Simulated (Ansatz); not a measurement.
# Li2CeP2 (P-3m1): from the cell to its phonons, part 2 of 2

The cell of Li2CeP2 (P-3m1) is at rest. What are its phonons? After the zone centre comes a 3×3×2 q mesh on a 9×9×6 k mesh.

Ansatz 0.2.0; DFT LDA+U, scalar-relativistic, plane waves, PAW.

So far. Step 2 (Modes at Γ): Before it was imposed, the acoustic sum rule was missed by 1.8e-4 eV/Å² and the charge sum rule by 0.0034 e. Small misses are needed for a sound result but don't prove that mesh and cutoff are converged. The lowest optical mode is real, 192 cm⁻¹.

## Step 3: Response at finite wavevector

Stability and thermal properties need the whole zone. Linear response on a 3×3×2 q mesh gives force constants as far as a supercell of that size would, and the tensors from the zone-centre run are typed in so that the long-range dipole term is interpolated apart.

Contents of input.yaml:

```yaml
crystal:
  lattice:
    - [4.0691858174, 0.0, 0.0]
    - [-2.0345929087, 3.5240182906, 0.0]
    - [0.0, 0.0, 6.4886729547]
  atoms:
    - { symbol: Li, position: [0.6666666667, 0.3333333333, 0.3762951837] }
    - { symbol: Li, position: [0.3333333333, 0.6666666667, 0.6237048163] }
    - { symbol: Ce, position: [0.0, 0.0, 0.0] }
    - { symbol: P, position: [0.6666666667, 0.3333333333, 0.7667539256] }
    - { symbol: P, position: [0.3333333333, 0.6666666667, 0.2332460744] }
kpoints:
  mp_grid: { grid: [9, 9, 6] }
hamiltonian:
  xc: lda
  hubbard: { sites: [{ species: Ce, l: f, u_eff: 5.0 }] }
scf:
  occupations: { method: fixed }
  convergence: { dr2_threshold: 1.0e-10 }
output:
  eigenvalues: true
phonons:
  method: dfpt
  qmesh: [3, 3, 2]
  temperatures: { t_max: 1000, t_step: 50 }
  qpath:
    path:
      - [[0.0, 0.0, 0.0], [0.5, 0.0, 0.0], [0.33333333, 0.33333333, 0.0], [0.0, 0.0, 0.0], [0.0, 0.0, 0.5], [0.5, 0.0, 0.5], [0.33333333, 0.33333333, 0.5], [0.0, 0.0, 0.5]]
      - [[0.5, 0.0, 0.5], [0.5, 0.0, 0.0]]
      - [[0.33333333, 0.33333333, 0.5], [0.33333333, 0.33333333, 0.0]]
    npoints: 10
  non_analytic_term:
    high_frequency_dielectric_tensor: [[15.9965, 0.0, 0.0], [0.0, 15.9965, 0.0], [0.0, 0.0, 10.1109]]
    born_effective_charges:
      - { species: Li, tensor: [[0.6763, 0.0, 0.0], [0.0, 0.6763, 0.0], [0.0, 0.0, 1.3764]] }
      - { species: Li, tensor: [[0.6763, 0.0, 0.0], [0.0, 0.6763, 0.0], [0.0, 0.0, 1.3764]] }
      - { species: Ce, tensor: [[5.8915, 0.0, 0.0], [0.0, 5.8915, 0.0], [0.0, 0.0, 1.8357]] }
      - { species: P, tensor: [[-3.622, 0.0, 0.0], [0.0, -3.622, 0.0], [0.0, 0.0, -2.2942]] }
      - { species: P, tensor: [[-3.622, 0.0, 0.0], [0.0, -3.622, 0.0], [0.0, 0.0, -2.2942]] }
    source: "zone-centre run at this cell"
```

On the command line:

```
ansatz run input.yaml --threads 8 --pin off --max-ram 14336MiB --backend cpu --events-out ev --progress --plain --runs-dir out
```

Numbers of over 12 decimals in the logs are rounded to 6 here.

The log of the run:

```text
Warning: phonons: the dynamical matrix that this run interpolates holds no multipole term above the dipole-dipole one, and a site of this crystal is no centre of inversion, so its interpolated transverse optical and acoustic branches and sound speeds can stay off near Gamma, and the density of states and the thermodynamics with them. What a run solves at a wave vector of phonons.qpoints, Gamma apart, where the deck admits one, is free of this, and under fd what a larger phonons.supercell samples
[...]
Crystal: 5 atoms, lattice volume = 93.047 Å³
Basis set: ecut = 420 eV, 1797 PW (Γ), exchange–correlation on 60×60×90 points (8 copies of the dense FFT grid, shifted against one another)
Bands: 19, of which v1, the nominal top of the filled ones, is band 14 counted from 1 (13 counted from 0)
Symmetry: 12 space group operations
k-points: 62 of 486
[...]
SCF iter   1: F=—  HF=-8261.239073 eV  |F-HF|=—  |Δ(HF+E_count)|=         —  Δρ=1.40e-1  dr2=1.45e1  ethr=3.10e-3  ⟨swp⟩=5.8  Hψ=5453  notcnv=0  defer=163
[...]
SCF iter  16: F=-8255.798566 eV  HF=-8255.798566 eV  |F-HF|=3.64e-12  |Δ(HF+E_count)|=  1.62e-10  Δρ=1.79e-7  dr2=1.92e-11  ethr=1.00e-12  ⟨swp⟩=21.3  Hψ=12916  notcnv=0
SCF 1 converged in 16 iterations: F = -8255.798566 eV  dr2 = 1.92e-11
[...]
NSCF: frozen V_eff on 62 k-points
[...]
SCF converged after 16 iterations
Free energy (F): -8255.798566 eV
[...]
Internal energy: -8255.798566 eV  (E = F + TS)
E sigma→0 (E₀):  -8255.798566 eV
Fermi energy:    7.120570 eV
[...]
--- Band table (eV; the first three rows and the last of 62) ---
  k-point 0: bands = [... 10 lower, 5.2767, 6.7529, 7.1206, 7.1206, 8.4336, 8.4473, 8.4473, 8.6162, ... 1 higher]
  k-point 1: bands = [... 10 lower, 5.2995, 6.5532, 7.0701, 7.0701, 8.4320, 8.4486, 8.4486, 8.6162, ... 1 higher]
  k-point 2: bands = [... 10 lower, 5.3484, 5.9825, 6.9659, 6.9659, 8.2749, 8.4407, 8.4514, 8.4514, ... 1 higher]
  k-point 61: bands = [... 10 lower, 5.1541, 5.5734, 5.9109, 5.9109, 7.7745, 8.1788, 8.1788, 8.3986, ... 1 higher]
Occupation matrices written to <dir>
[...]
ASR residual: 1.462e-4 → 0.000e0 eV/Å²; symmetrization residual: 6.122e-8 eV/Å²
  ASR residual per site (eV/Å²): 2.12e-6 2.12e-6 1.46e-4 6.71e-5 6.71e-5
[...]
--- Phonons (arbitrary-q DFPT): 6 irreducible q on the 3×3×2 mesh ---
  q = [0.0000, 0.0000, 0.0000] (star 1, of the zone-centre solve; hermiticity 1.06e-8, symmetrization 1.01e-12): -0.00 -0.00 0.00 192.16 192.16 197.29 197.29 248.11 277.17 340.51 340.51 365.26 369.55 369.55 379.00
  q = [0.0000, 0.0000, -0.5000] (star 1, 6 solved perturbations in 480 linear systems a pass and spin channel, the states on 62 of 486 k-point pairs; hermiticity 1.14e-8, symmetrization 6.32e-14): 51.26 51.26 94.86 171.15 171.15 209.64 209.64 215.92 287.41 339.89 339.89 371.41 371.41 386.15 419.48
[...]
sum rule: each row above includes the acoustic sum rule's correction from the zone centre's row sums; it moved no ω² by more than (0.77 cm⁻¹)²
  mesh force constants: q→R imaginary residual 1.37e-16; ASR residual 1.462e-4 → 0.000e0 eV/Å²; symmetrization residual 5.329e-15 eV/Å²
  interpolated dispersion: 94 rows × 15 modes
  density of states and harmonic sums: on the 18×18×10 q-mesh, interpolated from the force constants of a 3×3×2 supercell (with the dipole–dipole term of supplied tensors)
  largest difference from the sums on the solved wave vectors: F 4.09e-2 eV, S 5.52e-5 and C_V 1.42e-5 eV/K
  zero-point energy: 0.238313 eV/cell   skipped modes (ω ≤ 0): 3   left out of the sums: 6.17e-5 of the cell's modes: C_V's classical limit lies that fraction below 3 k_B per atom; for a crystal, a wire or a layer, F and S can be off by more, and a phonons.interpolated_qmesh denser along its periods is the remedy for the sampling
```

Wall time 4.4 min (8 threads of Intel Xeon Platinum 8488C (Sapphire Rapids), shared host); peak memory 6 GiB; 28 min of CPU time.

Numbers from this step:

```yaml
sum_rule_residual_before_enforcement: 1.46e-4 eV/Å²
lowest_frequency_on_the_path: 0 cm⁻¹
highest_frequency_on_the_path_or_at_a_solved_wavevector: 419.5 cm⁻¹
mean_frequency: 256.3 cm⁻¹
debye_temperature_second_moment: 510 K
logarithmic_mean_frequency: 231.9 cm⁻¹
lowest_mode_on_the_q_mesh_acoustic_modes_at_gamma_apart: 51.26 cm⁻¹
zero_point_energy_per_atom: 47.66 meV
heat_capacity_at_300_k: 21.74 J/(mol atoms K)
vibrational_entropy_at_300_k: 23.98 J/(mol atoms K)
edges_of_the_widest_gap_between_branches_on_path_and_mesh: 152.6, 171.2 cm⁻¹
```

Frequencies (cm⁻¹) solved at each irreducible wavevector; negative means imaginary. Frequencies by wavevector, by row:

```
q in reciprocal lattice units  star  mode 1  mode 2  mode 3  mode 4  mode 13  mode 14  mode 15
                        0 0 0     1       0       0       0   192.2    369.6    369.6      379
                     0 0 -0.5     1    51.3    51.3    94.9   171.2    371.4    386.1    419.5
                   0 0.3333 0     6    83.8    97.5   140.9   195.8    370.4      381    391.6
                0 0.3333 -0.5     6    90.5   101.5   124.5   187.4    369.1    383.6    401.2
              0.3333 0.3333 0     2   102.7   140.3   140.3   214.2      377    383.5    383.5
           0.3333 0.3333 -0.5     2   103.7     138     138   225.9      372    388.6    388.6
```

Interpolated from a 3×3×2 q mesh, with the LO-TO term (at Γ the limit along the path; where Γ stands inside the path, tables give the limit on arrival). Phonon branches along the path, in cm⁻¹:

```
    point  branch 1  branch 2  branch 3  branch 4  branch 12  branch 13  branch 14  branch 15
        Γ         0         0         0       192        370        370        377        379
  halfway        67        76       119       194        348        370        381        391
        M        98       118       153       198        326        370        380        391
  halfway       100       126       149       205        322        374        382        388
        K       103       140       140       214        316        377        384        384
  halfway        75        89       130       197        341        371        382        390
        Γ         0         0         0       192        370        370        377        379
  halfway        35        35        62       180        370        370        383        419
        A        51        51        95       171        371        371        386        420
  halfway        86        86       105       182        345        370        386        404
        L        97       117       141       193        325        367        381        398
  halfway       100       125       141       208        325        370        384        394
        H       104       138       138       226        325        372        389        389
  halfway        88        95       114       189        341        370        389        400
        A        51        51        95       171        371        371        386        420
jump to L        97       117       141       193        325        367        381        398
  halfway        98       117       147       195        326        369        381        394
        M        98       118       153       198        326        370        380        391
jump to H       104       138       138       226        325        372        389        389
  halfway       103       139       139       221        320        375        386        386
        K       103       140       140       214        316        377        384        384
```

The phonon density of states has structure finer than the step of the table below, so its rows give means over 20 cm⁻¹, whole bins alone (the curve runs from 2.5 to 422 cm⁻¹). Peaks (cm⁻¹: height): 97.5: 0.0703, 142.5: 0.0462, 232.5: 0.111, 252.5: 0.0806, 322.5: 0.123, 372.5: 0.132, 382.5: 0.126.

Tetrahedra on a 18×18×10 mesh, mean over bins of 5 cm-1. Interpolated from a 3×3×2 q mesh. Phonon density of states against wavenumber; means over each step:

```
wavenumber (cm⁻¹)  phonon density of states (1/cm⁻¹/cell)
               20                                  9.7e-4
               40                                 0.00453
               60                                  0.0117
               80                                  0.0259
              100                                  0.0440
              120                                  0.0288
              140                                  0.0312
              160                                 0.00295
              180                                  0.0150
              200                                  0.0470
              220                                  0.0826
              240                                  0.0715
              260                                  0.0586
              280                                  0.0246
              300                                 0.00539
              320                                  0.0829
              340                                  0.0522
              360                                  0.0296
              380                                  0.0895
              400                                  0.0392
```

The partial phonon density of states has structure finer than the step of the table below, so its rows give means over 10 cm⁻¹, whole bins alone (the curve runs from -10 to 442 cm⁻¹). Peaks (cm⁻¹: height): Ce 98.0: 0.0536, 117.9: 0.0298, 143.5: 0.0316, 231.7: 0.0138; Li 322.6: 0.0887, 371.0: 0.103, 385.2: 0.112; P 226.0: 0.0866, 254.4: 0.0627, 322.6: 0.0211.

Phonopy on the run's constants, 17x17x9 mesh, Gaussian sigma 3.2 cm-1. Interpolated from a 3×3×2 q mesh. Partial phonon density of states against wavenumber; means over each step; values in 1/cm⁻¹/cell:

```
wavenumber (cm⁻¹)       Ce       Li        P
                0   6.1e-5   5.7e-6   3.0e-5
               10   1.3e-4   9.7e-6   5.5e-5
               20   6.7e-4   6.3e-5   2.9e-4
               30  0.00159   1.4e-4   6.6e-4
               40  0.00297   2.3e-4  0.00118
               50  0.00544   3.6e-4  0.00200
               60  0.00840   4.9e-4  0.00288
               70   0.0113   5.7e-4  0.00346
               80   0.0194   7.5e-4  0.00496
               90   0.0351   8.5e-4  0.00640
              100   0.0440   6.5e-4  0.00568
              110   0.0228   3.5e-4  0.00365
              120   0.0265   3.7e-4  0.00413
              130   0.0215   4.7e-4  0.00405
              140   0.0284   8.5e-4  0.00627
              150   0.0156   4.2e-4  0.00327
              160   5.2e-4   1.9e-5   1.2e-4
              170   5.8e-5   6.0e-4  0.00181
              180   8.2e-4  0.00325  0.00976
              190  0.00380  0.00829   0.0242
              200  0.00376   0.0102   0.0330
              210  0.00480  0.00853   0.0417
              220  0.00591  0.00898   0.0685
              230   0.0118  0.00898   0.0773
              240  0.00809  0.00623   0.0538
              250  0.00494  0.00536   0.0508
              260  0.00388  0.00598   0.0485
              270  0.00181  0.00598   0.0391
              280   6.0e-4  0.00273   0.0197
              290   9.9e-5   5.2e-4  0.00558
              300   1.2e-5  0.00128   2.3e-4
              310   5.0e-4   0.0282  0.00294
              320  0.00125   0.0774   0.0163
              330   9.8e-4   0.0672   0.0176
              340   6.7e-4   0.0409   0.0112
              350   2.7e-4   0.0165  0.00397
              360   9.2e-5   0.0133  0.00207
              370   2.2e-4   0.0759  0.00796
              380   2.6e-4   0.0746  0.00421
              390   5.0e-4   0.0857  0.00549
              400   4.0e-4   0.0300  0.00365
              410   8.4e-5  0.00577  0.00133
              420   4.4e-6  0.00113   3.0e-4
              430        0   1.5e-5   2.8e-6
```

Harmonic thermodynamic functions per atom, from the density of states. Interpolated from a 3×3×2 q mesh. Thermodynamic functions, by row:

```
T (K)  F_vib (meV/atom)  S (J/mol-atom/K)  C_V (J/mol-atom/K)
    0             47.66                 0                   0
   50             47.46             1.411               3.193
  100              45.7             5.685                  10
  200             34.51             15.75               18.62
  300             13.74             23.98               21.74
  400            -14.59             30.44               23.05
  500            -48.93             35.66                23.7
  600            -88.22             40.02               24.07
  700            -131.7             43.75                24.3
  800            -178.7                47               24.44
  900              -229             49.89               24.55
 1000              -282             52.48               24.62
```

Harmonic mean-square displacement, third of the trace. Interpolated from a 3×3×2 q mesh. Mean square displacements, by row:

```
T (K)  Li1 U_eq (Å²)  Li2 U_eq (Å²)  Ce3 U_eq (Å²)  P4 U_eq (Å²)  P5 U_eq (Å²)
    0        0.00761        0.00761        0.00112       0.00257       0.00257
  100        0.00829        0.00829        0.00207       0.00333       0.00333
  300        0.01368        0.01368        0.00548       0.00711       0.00711
  600        0.02461        0.02461        0.01082       0.01359       0.01359
```

Symmetry leaves 6 wavevectors to solve. The lowest mode among them, the acoustic zeros apart, lies at q = (0, 0, -0.5) and is real, 51.3 cm⁻¹.

## Step 4: Results

```yaml
space_group_within_0p01_a: P-3m1
volume_per_atom: 18.6 Å³
gap_on_the_k_mesh: 0.654 eV
highest_optical_mode_at_the_zone_centre_no_lo_to_term: 379 cm⁻¹
top_of_the_zone_centre_spectrum_with_the_field: 419 cm⁻¹
lowest_optical_zone_centre_mode: 192 cm⁻¹
mean_high_frequency_dielectric_constant: 14.0
mean_static_dielectric_constant: 23.1
largest_born_charge_third_of_the_trace: 4.54 e
lowest_mode_on_the_q_mesh_acoustic_modes_at_gamma_apart: 51.3 cm⁻¹
highest_frequency_on_the_path_or_at_a_solved_wavevector: 420 cm⁻¹
zero_point_energy_per_atom: 47.7 meV
heat_capacity_at_300_k: 21.7 J/(mol atoms K)
vibrational_entropy_at_300_k: 24.0 J/(mol atoms K)
debye_temperature_second_moment: 510 K
imaginary_modes_on_the_3x3x2_q_mesh: none
```

The structure is a minimum as far as tested: no mode is imaginary at the 6 irreducible wavevectors of the 3×3×2 mesh, and the softest away from the acoustic zeros lies at 51 cm⁻¹. Without the field, the optical modes at Γ span 192 to 379 cm⁻¹. The highest mode in this list at Γ, 379.0 cm⁻¹, is mostly motion of Li (100 % of the kinetic energy). With the macroscopic field of the longitudinal modes the top of the zone-centre spectrum lies at 419 cm⁻¹, against 379 cm⁻¹ without it. Lattice motion raises the mean dielectric constant from 14.03 to 23.07. The strongest infrared line is at 340 cm⁻¹. On the path and the mesh, the widest gap between branches runs from 153 to 171 cm⁻¹. With the field response the log warns that the k mesh is coarse for the force constants too, so the frequencies may not be converged. The phonon runs are without spin polarisation, although Ce often carries a moment. The program warns that the interpolation holds no quadrupole term, so branches close to Γ can be off in this crystal. Spin-orbit coupling is left out, which can matter for the heavy elements here. These are harmonic frequencies at zero temperature: anharmonic shifts, linewidths and thermal expansion are left out.

[Logs are printed without paths, hosts, clocks, repeated set-up lines and the standing remarks that a program may print on its own settings, such as how far it seeks lower states.]

[Hosts, paths, dates, database ids (printed as entryN), source tags and the programs' standing remarks are cut or masked in the printed files.]
